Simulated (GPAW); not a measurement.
# A GW chain in GPAW: BiOCl (P4/nmm)

Aim: the G0W0 gap of BiOCl (P4/nmm) on LDA, step by step.

Calculated with GPAW 26.7.0; LDA and many-body steps on it, plane waves.

**The experiments to reproduce.**

- Gap 3.44 eV: optical gap from Tauc plot; UV-vis diffuse reflectance; powder (hydrothermal powder) (“Synergistic Piezo-Photocatalysis of BiOCl/NaNbO3 Heterojunction Piezoelectric Composite for High-Efficient Organic Pollutant Degradation”, 2022, pmc:8839476).

- Gap 3.36 eV: optical gap from Kubelka-Munk/Tauc analysis; UV-vis diffuse reflectance; powder (solvothermal hierarchical microspheres made without additive) (“Hydrothermal Crystallization of Bismuth Oxychlorides (BiOCl) Using Different Shape Control Reagents”, 2021, pmc:8123882).

Most raw output is cut from this account.

### Step 1. The structure

The structure is tetragonal, space group P4/nmm (No. 129). The conventional cell has a = 3.886 Å, b = 3.886 Å, c = 7.349 Å, α = 90.00°, β = 90.00°, γ = 90.00°. Nearest to Bi lie 4 O at 2.31 Å and 4 Cl at 3.06 Å. Nearest to Cl lie 4 Bi at 3.06 Å. Nearest to O lie 4 Bi at 2.31 Å. Farther neighbours and most contacts between anions are not listed.

Coordinates:

```cif
data_structure
_symmetry_space_group_name_H-M 'P 1'
_symmetry_Int_Tables_number 1
_cell_length_a 3.8855
_cell_length_b 3.8855
_cell_length_c 7.3489
_cell_angle_alpha 90.000
_cell_angle_beta 90.000
_cell_angle_gamma 90.000
_cell_volume 110.95
loop_
_atom_site_label
_atom_site_type_symbol
_atom_site_fract_x
_atom_site_fract_y
_atom_site_fract_z
_atom_site_occupancy
Bi1 Bi 0.50000 0.00000 0.32904 1
Bi2 Bi 0.00000 0.50000 0.67096 1
Cl3 Cl 0.00000 0.50000 0.14720 1
Cl4 Cl 0.50000 0.00000 0.85280 1
O5 O 0.00000 0.00000 0.50000 1
O6 O 0.50000 0.50000 0.50000 1
```

The cell and positions come from the Crystallography Open Database and are kept as given unless a step says otherwise. Spin-orbit coupling is left out unless a step names it.

### Step 2. Ground state

This step: GPAW 26.7.0; DFT, LDA, plane waves, PAW.

The ground-state density comes first.

The input, run.py:

```python
import json
import numpy as np
from gpaw.mpi import world
from ase import Atoms
from gpaw import GPAW, PW, FermiDirac

atoms = Atoms(['Bi', 'Bi', 'Cl', 'Cl', 'O', 'O'],
    cell=[[3.8855100000, 0.0000000000, 0.0000000000],
      [0.0000000000, 3.8855100000, 0.0000000000],
      [0.0000000000, 0.0000000000, 7.3489000000]],
    scaled_positions=[[0.5000000000, 0.0000000000, 0.3290400000],
      [0.0000000000, 0.5000000000, 0.6709600000],
      [0.0000000000, 0.5000000000, 0.1472000000],
      [0.5000000000, 0.0000000000, 0.8528000000],
      [0.0000000000, 0.0000000000, 0.5000000000],
      [0.5000000000, 0.5000000000, 0.5000000000]],
    pbc=(True, True, True))
calc = GPAW(mode=PW(600),
    xc='LDA',
    kpts={'size': (6, 6, 4), 'gamma': True},
    occupations=FermiDirac(0.001),
    nbands=-9,
    convergence={'density': 1e-6, 'bands': -3},
    maxiter=100,
    txt='gs.txt')
atoms.calc = calc
res = {'energy': atoms.get_potential_energy()}
kpts = calc.get_ibz_k_points()
res['kpts'] = kpts
res['eigenvalues'] = [calc.get_eigenvalues(kpt=k) for k in range(len(kpts))]
res['n_electrons'] = calc.get_number_of_electrons()
calc.write('gs.gpw')

if world.rank == 0:
    with open('result.json', 'w') as f:
        json.dump(res, f, default=lambda x: x.tolist())
```

Started as:

```sh
mpirun -n 4 gpaw python run.py
```

Elapsed: 24 s, on 4 MPI ranks of Arm Neoverse V2, shared host; peak memory 0.87 GiB.

This step gave:

```yaml
total_energy: -35.00 eV
gap: 2.509 eV
k_of_the_valence_top: 0.3333, 0, 0.5
k_of_the_conduction_bottom: 0, 0, 0.5
least_direct_gap: 2.825 eV
```

The gap is indirect, with the least direct gap 0.32 eV higher.

### Step 3. Bands along the symmetry lines

The cheap functional maps the bands first; the places of the edges decide which points the dearer methods must see.

The input, run.py:

```python
import json
import numpy as np
from gpaw.mpi import world
from gpaw import GPAW

path = [[0.000000, 0.000000, 0.000000],
    [0.000000, 0.062500, 0.000000],
    [0.000000, 0.125000, 0.000000],
    [0.000000, 0.187500, 0.000000],
    [0.000000, 0.250000, 0.000000],
    [0.000000, 0.312500, 0.000000],
    [0.000000, 0.375000, 0.000000],
    [0.000000, 0.437500, 0.000000],
    [0.000000, 0.500000, 0.000000],
    [0.062500, 0.500000, 0.000000],
    [0.125000, 0.500000, 0.000000],
    [0.187500, 0.500000, 0.000000],
    [0.250000, 0.500000, 0.000000],
    [0.312500, 0.500000, 0.000000],
    [0.375000, 0.500000, 0.000000],
    [0.437500, 0.500000, 0.000000],
    [0.500000, 0.500000, 0.000000],
    [0.437500, 0.437500, 0.000000],
    [0.375000, 0.375000, 0.000000],
    [0.312500, 0.312500, 0.000000],
    [0.250000, 0.250000, 0.000000],
    [0.187500, 0.187500, 0.000000],
    [0.125000, 0.125000, 0.000000],
    [0.062500, 0.062500, 0.000000],
    [0.000000, 0.000000, 0.000000],
    [0.000000, 0.000000, 0.062500],
    [0.000000, 0.000000, 0.125000],
    [0.000000, 0.000000, 0.187500],
    [0.000000, 0.000000, 0.250000],
    [0.000000, 0.000000, 0.312500],
    [0.000000, 0.000000, 0.375000],
    [0.000000, 0.000000, 0.437500],
    [0.000000, 0.000000, 0.500000],
    [0.000000, 0.062500, 0.500000],
    [0.000000, 0.125000, 0.500000],
    [0.000000, 0.187500, 0.500000],
    [0.000000, 0.250000, 0.500000],
    [0.000000, 0.312500, 0.500000],
    [0.000000, 0.375000, 0.500000],
    [0.000000, 0.437500, 0.500000],
    [0.000000, 0.500000, 0.500000],
    [0.062500, 0.500000, 0.500000],
    [0.125000, 0.500000, 0.500000],
    [0.187500, 0.500000, 0.500000],
    [0.250000, 0.500000, 0.500000],
    [0.312500, 0.500000, 0.500000],
    [0.375000, 0.500000, 0.500000],
    [0.437500, 0.500000, 0.500000],
    [0.500000, 0.500000, 0.500000],
    [0.437500, 0.437500, 0.500000],
    [0.375000, 0.375000, 0.500000],
    [0.312500, 0.312500, 0.500000],
    [0.250000, 0.250000, 0.500000],
    [0.187500, 0.187500, 0.500000],
    [0.125000, 0.125000, 0.500000],
    [0.062500, 0.062500, 0.500000],
    [0.000000, 0.000000, 0.500000],
    [0.000000, 0.500000, 0.000000],
    [0.000000, 0.500000, 0.062500],
    [0.000000, 0.500000, 0.125000],
    [0.000000, 0.500000, 0.187500],
    [0.000000, 0.500000, 0.250000],
    [0.000000, 0.500000, 0.312500],
    [0.000000, 0.500000, 0.375000],
    [0.000000, 0.500000, 0.437500],
    [0.000000, 0.500000, 0.500000],
    [0.500000, 0.500000, 0.000000],
    [0.500000, 0.500000, 0.062500],
    [0.500000, 0.500000, 0.125000],
    [0.500000, 0.500000, 0.187500],
    [0.500000, 0.500000, 0.250000],
    [0.500000, 0.500000, 0.312500],
    [0.500000, 0.500000, 0.375000],
    [0.500000, 0.500000, 0.437500],
    [0.500000, 0.500000, 0.500000]]
calc = GPAW('gs.gpw').fixed_density(kpts=path,
    symmetry='off',
    nbands=38,
    convergence={'bands': 34},
    txt='bands.txt')
res = {}
kpts = calc.get_ibz_k_points()
res['kpts'] = kpts
res['eigenvalues'] = [calc.get_eigenvalues(kpt=k) for k in range(len(kpts))]
res['n_electrons'] = calc.get_number_of_electrons()

if world.rank == 0:
    with open('result.json', 'w') as f:
        json.dump(res, f, default=lambda x: x.tolist())
```

Started as:

```sh
mpirun -n 4 gpaw python run.py
```

It took 36 s on 4 MPI ranks; peak memory 1.1 GiB.

This step gave:

- gap: 2.457 eV
- k of the valence top: 0, 0.4375, 0.5
- k of the conduction bottom: 0, 0, 0.5
- least direct gap: 2.825 eV

The gap is 2.457 eV, −0.052 eV from the run before at this level.

Electronic bands along the path, in eV, zero at the top of the highest filled band:

```csv
point,band 25,band 26,band 27,band 28,band 29,band 30,band 31,band 32
Γ,-1.08,-1.08,-1.02,-0.80,2.96,3.63,5.19,5.19
halfway,-1.04,-0.54,-0.40,-0.29,4.18,4.53,4.71,4.88
X,-0.93,-0.93,-0.09,-0.09,4.46,4.46,5.08,5.08
halfway,-1.05,-1.05,-0.71,-0.71,4.46,4.46,5.30,5.30
M,-0.73,-0.73,-0.72,-0.72,3.98,3.98,5.70,5.70
halfway,-0.86,-0.64,-0.52,-0.39,3.83,4.90,5.06,5.40
Γ,-1.08,-1.08,-1.02,-0.80,2.96,3.63,5.19,5.19
halfway,-0.91,-0.91,-0.76,-0.55,2.69,3.23,5.19,5.19
Z,-0.78,-0.78,-0.42,-0.37,2.46,2.79,5.20,5.20
halfway,-0.89,-0.80,-0.58,-0.18,3.93,4.18,5.04,5.13
R,-0.73,-0.73,-0.08,-0.08,4.26,4.26,5.16,5.16
halfway,-0.97,-0.97,-0.66,-0.66,3.97,3.97,5.66,5.66
A,-1.41,-1.41,-0.73,-0.73,4.40,4.40,5.93,5.93
halfway,-1.01,-0.82,-0.61,-0.34,3.34,4.67,5.19,5.45
Z,-0.78,-0.78,-0.42,-0.37,2.46,2.79,5.20,5.20
jump to X,-0.93,-0.93,-0.09,-0.09,4.46,4.46,5.08,5.08
halfway,-0.82,-0.82,-0.09,-0.09,4.36,4.36,5.12,5.12
R,-0.73,-0.73,-0.08,-0.08,4.26,4.26,5.16,5.16
jump to M,-0.73,-0.73,-0.72,-0.72,3.98,3.98,5.70,5.70
halfway,-1.03,-1.03,-0.73,-0.73,4.19,4.19,5.82,5.82
A,-1.41,-1.41,-0.73,-0.73,4.40,4.40,5.93,5.93
```

### Step 4. Empty states on the mesh, 4×4×2 mesh, 1005 bands

The sums over transitions need many empty states on a uniform mesh; this step solves for them.

The input, run.py:

```python
import json
import numpy as np
from gpaw.mpi import world
from gpaw import GPAW

calc = GPAW('gs.gpw').fixed_density(kpts={'size': (4, 4, 2), 'gamma': True},
    parallel={'domain': 1, 'band': 1},
    txt='nscf.txt')
calc.diagonalize_full_hamiltonian(nbands=1005)
calc.write('full.gpw', mode='all')
res = {}
kpts = calc.get_ibz_k_points()
res['kpts'] = kpts
res['eigenvalues'] = [calc.get_eigenvalues(kpt=k) for k in range(len(kpts))]
res['n_electrons'] = calc.get_number_of_electrons()

if world.rank == 0:
    with open('result.json', 'w') as f:
        json.dump(res, f, default=lambda x: x.tolist())
```

Started as:

```sh
mpirun -n 4 gpaw python run.py
```

The job ended after 2.7 min (4 MPI ranks; peak memory 5.6 GiB).

Numbers from this step:

- gap: 2.538 eV
- k of the valence top: 0.5, 0, 0.5
- k of the conduction bottom: 0, 0, 0.5
- least direct gap: 2.825 eV
- k points computed: 12
- lowest point of the top converged band, above the valence top: 233.5420 eV

On this mesh the gap is 2.538 eV.

### Step 5. Screening and self-energy, 4×4×2 mesh, 462 bands, screening to 150 eV

Now the one-shot GW correction: screening in the RPA, then the self-energy of the levels asked for.

This step: G0W0 on LDA, plane waves, PAW.

The input, run.py:

```python
import json
import numpy as np
from gpaw.mpi import world
from gpaw.response.g0w0 import G0W0

gw = G0W0('full.gpw',
    filename='gw',
    kpts=[0, 1, 7],
    bands=(26, 30),
    ecut=150,
    nbands=462,
    integrate_gamma='WS',
    ppa=True)
gw.calculate()
res = {mode: {k: v for k, v in r.items() if k != 'sigma_eskwn'}
       for mode, r in gw.all_results.items()}

if world.rank == 0:
    with open('result.json', 'w') as f:
        json.dump(res, f, default=lambda x: x.tolist())
```

Started as:

```sh
mpirun -n 4 gpaw python run.py
```

The job ended after 10 min (4 MPI ranks; peak memory 2.8 GiB).

Numbers from this step:

```yaml
g0w0_gap_on_the_points_computed: 3.662 eV
least_direct_g0w0_gap_on_the_computed_points: 3.825 eV
z_at_the_valence_top: 0.7821
z_at_the_conduction_bottom: 0.8257
starting_gap_on_the_mesh: 2.538 eV
k_of_the_valence_top: 0.5, 0, 0.5
k_of_the_conduction_bottom: 0, 0, 0.5
```

The gap on the mesh goes from 2.54 eV to 3.66 eV, a correction of +1.12 eV. The start differs from the 2.51 eV found before because the two sample other k points.

Limits: finite bands, cutoff and mesh; no spin-orbit coupling; coarse k mesh. v1 is the top filled band, c1 the lowest empty one. The levels before and after the correction (eV, zero at the valence-band top of each column):

```csv
,conduction bottom,valence top
Kohn-Sham,2.54,0.00
G0W0,3.66,0.00
```

```csv
,level,energy (eV)
Kohn-Sham,(0 0 0.5) v2,-0.343
Kohn-Sham,(0 0 0.5) v1,-0.287
Kohn-Sham,(0 0 0.5) c1,2.538
Kohn-Sham,(0 0 0.5) c2,2.874
Kohn-Sham,(0.5 0 0.5) v2-v1,0.000
Kohn-Sham,(0.5 0 0.5) c1-c2,4.339
G0W0,(0 0 0.5) v2,-0.163
G0W0,(0 0 0.5) v1,-0.628
G0W0,(0 0 0.5) c1,3.662
G0W0,(0 0 0.5) c2,4.114
G0W0,(0.5 0 0.5) v2-v1,0.000
G0W0,(0.5 0 0.5) c1-c2,5.591
```

### Step 6. Where the time went

Times are wall times on 4 MPI ranks of Arm Neoverse V2, shared host, good to a factor of about two.

```csv
step,time,share,memory (GiB)
ground state,24 s,3 %,0.87
bands along the symmetry lines,36 s,4 %,1.1
empty states on the mesh,2.7 min,19 %,5.6
screening and self-energy,10 min,73 %,2.8
```

### Step 7. What came out

```yaml
lda_gap: 2.46 eV, indirect
g0w0_gap_on_the_mesh: 3.66 eV
g0w0_gap_over_the_zone_rigid_shift: 3.58 eV
gw_settings: 4×4×2 mesh, 462 bands, screening to 150 eV, Godby-Needs plasmon pole
known_limits: not at the basis limit; no spin-orbit coupling; coarse k mesh
```

What this shows: G0W0 moves the gap on the mesh from 2.54 eV to 3.66 eV (+1.12 eV), with Z of 0.78 and 0.83 at the edges. The mesh misses the band edges by 0.08 eV in all; a rigid shift gives 3.58 eV for the zone. Only 3 of the mesh's irreducible points were corrected, so a valley elsewhere could overtake. The dearest step here is «screening and self-energy». Against experiment, by G0W0@LDA: the gap of 3.58 eV lies +0.14 eV from the measured 3.44 eV (optical, 2022); the gap of 3.58 eV lies +0.22 eV from the measured 3.36 eV (optical, 2021). An exciton line or allowed optical edge lies below the quasiparticle gap by the binding energy; a forbidden edge can push the onset above it. The calculation has static nuclei and no excitons; a measured gap holds zero-point and thermal motion, which mostly lowers it. With atoms this heavy the missing spin-orbit coupling can matter too. Bands and cutoff are finite, so the gap is not at the basis limit. The miss can reach some tenths of an eV and take either sign; the mesh is an error of its own. These stock PAW sets were not made for GW. In the G0W0 run levels were corrected at 3 k points alone, so a gap called «on the mesh» is the least over those, and an edge elsewhere would be missed. A denser mesh or path gives a starting gap of 2.46 eV: the GW mesh misses a band edge, so its gaps are not the fundamental one. The 4×4×2 mesh is coarse for this cell, which bears on the long-range parts of exchange and screening. Where an edge is built on 6p states of lead, bismuth or thallium, scalar-relativistic gaps usually stand too wide, by a few tenths to over one eV.

[Paths, hosts, dates, memory and timing lines, banners, echoed tables and standing remarks are left out of the program output.]

[Logs are printed without paths, hosts, clocks, repeated set-up lines and the standing remarks that a program may print on its own settings, such as how far it seeks lower states.]

[Runs of the session that timed out or met a known fault of the program may be left out.]

[Hosts, paths, dates, database ids (printed as entryN), source tags and the programs' standing remarks are cut or masked in the printed files.]
